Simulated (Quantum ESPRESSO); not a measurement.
# Magnetic state of LaSi2Ru3 from several starts, part 2 of 2

Wanted: the moments of LaSi2Ru3 and the energy of each order that was tried.

Quantum ESPRESSO 7.5; LDA; plane waves with GBRV 1.5 LDA potentials, no spin-orbit coupling.

So far: Set-up; Run 1, typed as ferro ++++++.

## (3) Run 2 (antiferro +++−−−)

Input file pw.in:

```
&CONTROL
  calculation = 'scf'
  prefix = 'pwscf'
  outdir = './tmp'
  pseudo_dir = './pseudo'
  disk_io = 'nowf'
/
&SYSTEM
  ibrav = 0
  nat = 12
  ntyp = 4
  ecutwfc = 40
  ecutrho = 280
  nbnd = 84
  occupations = 'smearing'
  smearing = 'fd'
  degauss = 0.00734986
  nspin = 2
  starting_magnetization(1) = 0
  starting_magnetization(2) = 0
  starting_magnetization(3) = 0.0938
  starting_magnetization(4) = -0.0938
/
&ELECTRONS
  conv_thr = 2.4d-08
  electron_maxstep = 150
  mixing_beta = 0.3
/
ATOMIC_SPECIES
La    138.9055 la_lda_v1.uspp.F.UPF
Si     28.0850 si_lda_v1.uspp.F.UPF
Ru1   101.0700 ru_lda_v1.2.uspp.F.UPF
Ru2   101.0700 ru_lda_v1.2.uspp.F.UPF
CELL_PARAMETERS angstrom
   5.6760000000    0.0000000000    0.0000000000
  -2.8380000000    4.9155601919    0.0000000000
   0.0000000000    0.0000000000    7.1200000000
ATOMIC_POSITIONS crystal
La      0.0000000000    0.0000000000    0.0000000000
La      0.0000000000    0.0000000000    0.5000000000
Si      0.3333333333    0.6666666667    0.0000000000
Si      0.6666666667    0.3333333333    0.5000000000
Si      0.6666666667    0.3333333333    0.0000000000
Si      0.3333333333    0.6666666667    0.5000000000
Ru1     0.4800000000    0.9900000000    0.2500000000
Ru1     0.4900000000    0.4800000000    0.7500000000
Ru1     0.0100000000    0.4900000000    0.2500000000
Ru2     0.5200000000    0.0100000000    0.7500000000
Ru2     0.5100000000    0.5200000000    0.2500000000
Ru2     0.9900000000    0.5100000000    0.7500000000
K_POINTS automatic
6 6 6 0 0 0
```

Started as:

```
$ OMP_NUM_THREADS=1 mpirun -n 4 pw.x -nk 4 -in pw.in > pw.out
```

What it wrote:

```text
[banner, memory and clock lines left out]
Program PWSCF v.7.5 starts

     Message from routine setup:
     using ibrav=0 with symmetry is DISCOURAGED, use correct ibrav instead

     bravais-lattice index     =            0
     lattice parameter (alat)  =      10.7261  a.u.
     unit-cell volume          =    1340.5777 (a.u.)^3
     number of atoms/cell      =           12
     number of atomic types    =            4
     number of electrons       =       134.00
     number of Kohn-Sham states=           84
     kinetic-energy cutoff     =      40.0000  Ry
     charge density cutoff     =     280.0000  Ry
     scf convergence threshold =      2.4E-08
     mixing beta               =       0.3000
     number of iterations used =            8  plain     mixing
     Exchange-correlation= SLA  PZ   NOGX NOGC
                           (   1   1   0   0   0   0   0)

     celldm(1)=  10.726085  celldm(2)=   0.000000  celldm(3)=   0.000000
     celldm(4)=   0.000000  celldm(5)=   0.000000  celldm(6)=   0.000000

     crystal axes: (cart. coord. in units of alat)
               a(1) = (   1.000000   0.000000   0.000000 )
               a(2) = (  -0.500000   0.866025   0.000000 )
               a(3) = (   0.000000   0.000000   1.254405 )

     reciprocal axes: (cart. coord. in units 2 pi/alat)
               b(1) = (  1.000000  0.577350 -0.000000 )
               b(2) = (  0.000000  1.154701  0.000000 )
               b(3) = (  0.000000 -0.000000  0.797191 )

     PseudoPot. # 1 for La read from file:
     la_lda_v1.uspp.F.UPF
     Pseudo is Ultrasoft + core correction, Zval = 11.0

     PseudoPot. # 2 for Si read from file:
     si_lda_v1.uspp.F.UPF
     Pseudo is Ultrasoft + core correction, Zval =  4.0

     PseudoPot. # 3 for Ru read from file:
     ru_lda_v1.2.uspp.F.UPF
     Pseudo is Ultrasoft + core correction, Zval = 16.0

     PseudoPot. # 4 for Ru read from file:
     ru_lda_v1.2.uspp.F.UPF
     Pseudo is Ultrasoft + core correction, Zval = 16.0

     atomic species   valence    mass     pseudopotential
     La               11.00   138.90550     La( 1.00)
     Si                4.00    28.08500     Si( 1.00)
     Ru1              16.00   101.07000     Ru( 1.00)
     Ru2              16.00   101.07000     Ru( 1.00)

     Starting magnetic structure
     atomic species   magnetization
     La              0.000
     Si              0.000
     Ru1             0.094
     Ru2            -0.094

      2 Sym. Ops. (no inversion) found ( 1 have fractional translation)

   Cartesian axes

     site n.     atom                  positions (alat units)
         1        La     tau(   1) = (   0.0000000   0.0000000   0.0000000  )
         2        La     tau(   2) = (   0.0000000   0.0000000   0.6272023  )
         3        Si     tau(   3) = (  -0.0000000   0.5773503   0.0000000  )
         4        Si     tau(   4) = (   0.5000000   0.2886751   0.6272023  )
         5        Si     tau(   5) = (   0.5000000   0.2886751   0.0000000  )
         6        Si     tau(   6) = (  -0.0000000   0.5773503   0.6272023  )
         7        Ru1    tau(   7) = (  -0.0150000   0.8573651   0.3136011  )
         8        Ru1    tau(   8) = (   0.2500000   0.4156922   0.9408034  )
         9        Ru1    tau(   9) = (  -0.2350000   0.4243524   0.3136011  )
        10        Ru2    tau(  10) = (   0.5150000   0.0086603   0.9408034  )
        11        Ru2    tau(  11) = (   0.2500000   0.4503332   0.3136011  )
        12        Ru2    tau(  12) = (   0.7350000   0.4416730   0.9408034  )

     number of k points=    80  Fermi-Dirac smearing, width (Ry)=  0.0073
                       cart. coord. in units 2pi/alat
        k(    1) = (   0.0000000   0.0000000   0.0000000), wk =   0.0046296
        k(    2) = (   0.0000000   0.0000000   0.1328652), wk =   0.0092593
        k(    3) = (   0.0000000   0.0000000   0.2657303), wk =   0.0092593
        k(    4) = (   0.0000000   0.0000000  -0.3985955), wk =   0.0046296
        k(    5) = (   0.0000000   0.1924501   0.0000000), wk =   0.0092593
        [... 75 further k-points ...]

     Dense  grid:   106139 G-vectors     FFT dimensions: (  60,  60,  72)

     Smooth grid:    45871 G-vectors     FFT dimensions: (  45,  45,  60)

     Generating pointlists ...
     new r_m :   0.2382 (alat units)  2.5545 (a.u.) for type    1
     new r_m :   0.1735 (alat units)  1.8613 (a.u.) for type    2
     new r_m :   0.1735 (alat units)  1.8613 (a.u.) for type    3
     new r_m :   0.1735 (alat units)  1.8613 (a.u.) for type    4

     Initial potential from superposition of free atoms

     starting charge     127.9402, renormalised to     134.0000

     negative rho (up, down):  3.011E-01 3.011E-01
     Starting wfcs are  134 randomized atomic wfcs

     Self-consistent Calculation

     iteration #  1     ecut=    40.00 Ry     beta= 0.30
     Davidson diagonalization with overlap
     ethr =  1.00E-02,  avg # of iterations =  2.0

     negative rho (up, down):  2.840E-01 2.840E-01

     total energy              =   -1407.25323343 Ry
     estimated scf accuracy    <      11.91796519 Ry

     total magnetization       =     0.00 Bohr mag/cell
     absolute magnetization    =     3.10 Bohr mag/cell

     iteration #  2     ecut=    40.00 Ry     beta= 0.30
     Davidson diagonalization with overlap
     ethr =  8.89E-03,  avg # of iterations =  4.4

     negative rho (up, down):  2.823E-01 2.823E-01

     total energy              =   -1409.90767843 Ry
     estimated scf accuracy    <       2.74399603 Ry

     total magnetization       =     0.00 Bohr mag/cell
     absolute magnetization    =     1.95 Bohr mag/cell

     [... further iterations left out ...]

     iteration # 24     ecut=    40.00 Ry     beta= 0.30
     Davidson diagonalization with overlap
     ethr =  5.24E-11,  avg # of iterations =  2.2

     negative rho (up, down):  2.728E-01 2.728E-01

     total energy              =   -1410.13823265 Ry
     estimated scf accuracy    <       0.00000003 Ry

     total magnetization       =    -0.00 Bohr mag/cell
     absolute magnetization    =     0.00 Bohr mag/cell

     iteration # 25     ecut=    40.00 Ry     beta= 0.30
     Davidson diagonalization with overlap
     ethr =  2.52E-11,  avg # of iterations =  2.0

     negative rho (up, down):  2.728E-01 2.728E-01

     Magnetic moment per site  (integrated on atomic sphere of radius R)
     atom   1 (R=0.238)  charge=  8.6514  magn=  0.0000
     atom   2 (R=0.238)  charge=  8.6514  magn=  0.0000
     atom   3 (R=0.174)  charge=  2.0105  magn=  0.0000
     atom   4 (R=0.174)  charge=  2.0105  magn=  0.0000
     atom   5 (R=0.174)  charge=  2.0105  magn=  0.0000
     atom   6 (R=0.174)  charge=  2.0105  magn=  0.0000
     atom   7 (R=0.174)  charge= 13.1562  magn=  0.0001
     atom   8 (R=0.174)  charge= 13.1562  magn= -0.0001
     atom   9 (R=0.174)  charge= 13.1562  magn=  0.0001
     atom  10 (R=0.174)  charge= 13.1562  magn= -0.0001
     atom  11 (R=0.174)  charge= 13.1562  magn=  0.0001
     atom  12 (R=0.174)  charge= 13.1562  magn= -0.0001

     End of self-consistent calculation

     Number of k-points >= 100: set verbosity='high' to print the bands.

     the Fermi energy is    16.1912 ev

!    total energy              =   -1410.13823266 Ry
     estimated scf accuracy    <          4.2E-09 Ry
     smearing contrib. (-TS)   =      -0.02382364 Ry
     internal energy E=F+TS    =   -1410.11440902 Ry

     The total energy is F=E-TS. E is the sum of the following terms:
     one-electron contribution =    -449.37953240 Ry
     hartree contribution      =     299.78977784 Ry
     xc contribution           =    -270.72782656 Ry
     ewald contribution        =    -989.79682790 Ry

     total magnetization       =    -0.00 Bohr mag/cell
     absolute magnetization    =     0.00 Bohr mag/cell

     convergence has been achieved in  25 iterations
```

Wall time 19 min (4 MPI ranks of Arm Neoverse V2, shared host); peak memory 2.7 GiB.

Spin moment in the atom's sphere by atom:

| atom | spin moment in the atom's sphere (μB) |
| --- | --- |
| La1 | 0.0000 |
| La2 | 0.0000 |
| Si3 | 0.0000 |
| Si4 | 0.0000 |
| Si5 | 0.0000 |
| Si6 | 0.0000 |
| Ru7 | 0.0001 |
| Ru8 | -0.0001 |
| Ru9 | 0.0001 |
| Ru10 | -0.0001 |
| Ru11 | 0.0001 |
| Ru12 | -0.0001 |

Read from the output:

- smearing term TS: 0.3241 eV
- magnetization: 0 μB
- absolute magnetization: 0 μB
- final state: non-magnetic

## (4) Run 3 (antiferro ++−+−−)

Edit pw.in of step 3 so:

```diff
@@ -46,4 +46,4 @@
 Ru1     0.4900000000    0.4800000000    0.7500000000
-Ru1     0.0100000000    0.4900000000    0.2500000000
-Ru2     0.5200000000    0.0100000000    0.7500000000
+Ru2     0.0100000000    0.4900000000    0.2500000000
+Ru1     0.5200000000    0.0100000000    0.7500000000
 Ru2     0.5100000000    0.5200000000    0.2500000000
```

What it wrote:

```text
     [... lines left out ...]
Program PWSCF v.7.5 starts
     [... lines left out ...]
     number of atoms/cell      =           12
     [... lines left out ...]
     number of electrons       =       134.00
     number of Kohn-Sham states=           84
     kinetic-energy cutoff     =      40.0000  Ry
     charge density cutoff     =     280.0000  Ry
     scf convergence threshold =      2.4E-08
     [... lines left out ...]
      2 Sym. Ops. (no inversion) found ( 1 have fractional translation)
     [... lines left out ...]
     number of k points=    80  Fermi-Dirac smearing, width (Ry)=  0.0073
     [... lines left out ...]
     iteration # 25     ecut=    40.00 Ry     beta= 0.30
     [... lines left out ...]
     Magnetic moment per site  (integrated on atomic sphere of radius R)
     atom   1 (R=0.238)  charge=  8.6514  magn= -0.0000
     atom   2 (R=0.238)  charge=  8.6514  magn= -0.0000
     atom   3 (R=0.174)  charge=  2.0105  magn= -0.0000
     atom   4 (R=0.174)  charge=  2.0105  magn=  0.0000
     atom   5 (R=0.174)  charge=  2.0105  magn=  0.0000
     atom   6 (R=0.174)  charge=  2.0105  magn= -0.0000
     atom   7 (R=0.174)  charge= 13.1562  magn= -0.0002
     atom   8 (R=0.174)  charge= 13.1562  magn=  0.0001
     atom   9 (R=0.174)  charge= 13.1562  magn= -0.0001
     atom  10 (R=0.174)  charge= 13.1562  magn=  0.0001
     atom  11 (R=0.174)  charge= 13.1562  magn= -0.0001
     atom  12 (R=0.174)  charge= 13.1562  magn=  0.0002
     [... lines left out ...]
     the Fermi energy is    16.1912 ev
!    total energy              =   -1410.13823266 Ry
     estimated scf accuracy    <          3.3E-09 Ry
     smearing contrib. (-TS)   =      -0.02382345 Ry
     [... lines left out ...]
     total magnetization       =     0.00 Bohr mag/cell
     absolute magnetization    =     0.00 Bohr mag/cell
     convergence has been achieved in  25 iterations
```

Wall time 19 min (4 MPI ranks); peak memory 2.7 GiB; 78 min of CPU time.

Spin moment in the atom's sphere by atom:

| atom | spin moment in the atom's sphere (μB) |
| --- | --- |
| La1 | 0.0000 |
| La2 | 0.0000 |
| Si3 | 0.0000 |
| Si4 | 0.0000 |
| Si5 | 0.0000 |
| Si6 | 0.0000 |
| Ru7 | -0.0002 |
| Ru8 | 0.0001 |
| Ru9 | -0.0001 |
| Ru10 | 0.0001 |
| Ru11 | -0.0001 |
| Ru12 | 0.0002 |

This step gave:

```
smearing term TS       : 0.3241 eV
magnetization          : 0 μB
absolute magnetization : 0 μB
final state            : non-magnetic
```

## (5) Ranking

An order is kept where moments of 0.15 μB or more survive with the typed signs; meshes match where a doubled cell samples the same k points as the first cell.

Orders:

| start | final state | typed order kept | energy over the lowest (meV a seeded atom) | largest site moment (μB) | net moment (μB a cell of the first run) | mesh matched | CPU time (s) |
| --- | --- | --- | --- | --- | --- | --- | --- |
| ferro ++++++ | non-magnetic | no | 0 | 0 | 0 | yes | 1398 |
| antiferro +++--- | non-magnetic | no | 0 | 0 | 0 | yes | 4590 |
| antiferro ++-+-- | non-magnetic | no | 0 | 0 | 0 | yes | 4672 |

## (6) What came out

- lowest state found: non-magnetic (from ferro ++++++, antiferro +++--- and antiferro ++-+--)
- largest site moment: 0 μB

The lowest state carries no moment, and no start kept one. This is the lowest of 3 collinear or spinless starts, no proof of the ground state. Energies are free energies at an electronic temperature of 1160 K, which lowers moments and differences where the moments are itinerant.

[Logs and program files are shortened in this print: banners, set-up blocks, solver, clock and traceback lines can be left out without a mark of their own.]

[Logs are printed without paths, hosts, clocks, repeated set-up lines and the standing remarks that a program may print on its own settings, such as how far it seeks lower states.]

[Hosts, paths, dates, database ids (printed as entryN), source tags and the programs' standing remarks are cut or masked in the printed files.]

[Where a cell is said to come from a database of computed structures, the database is the Materials Project.]
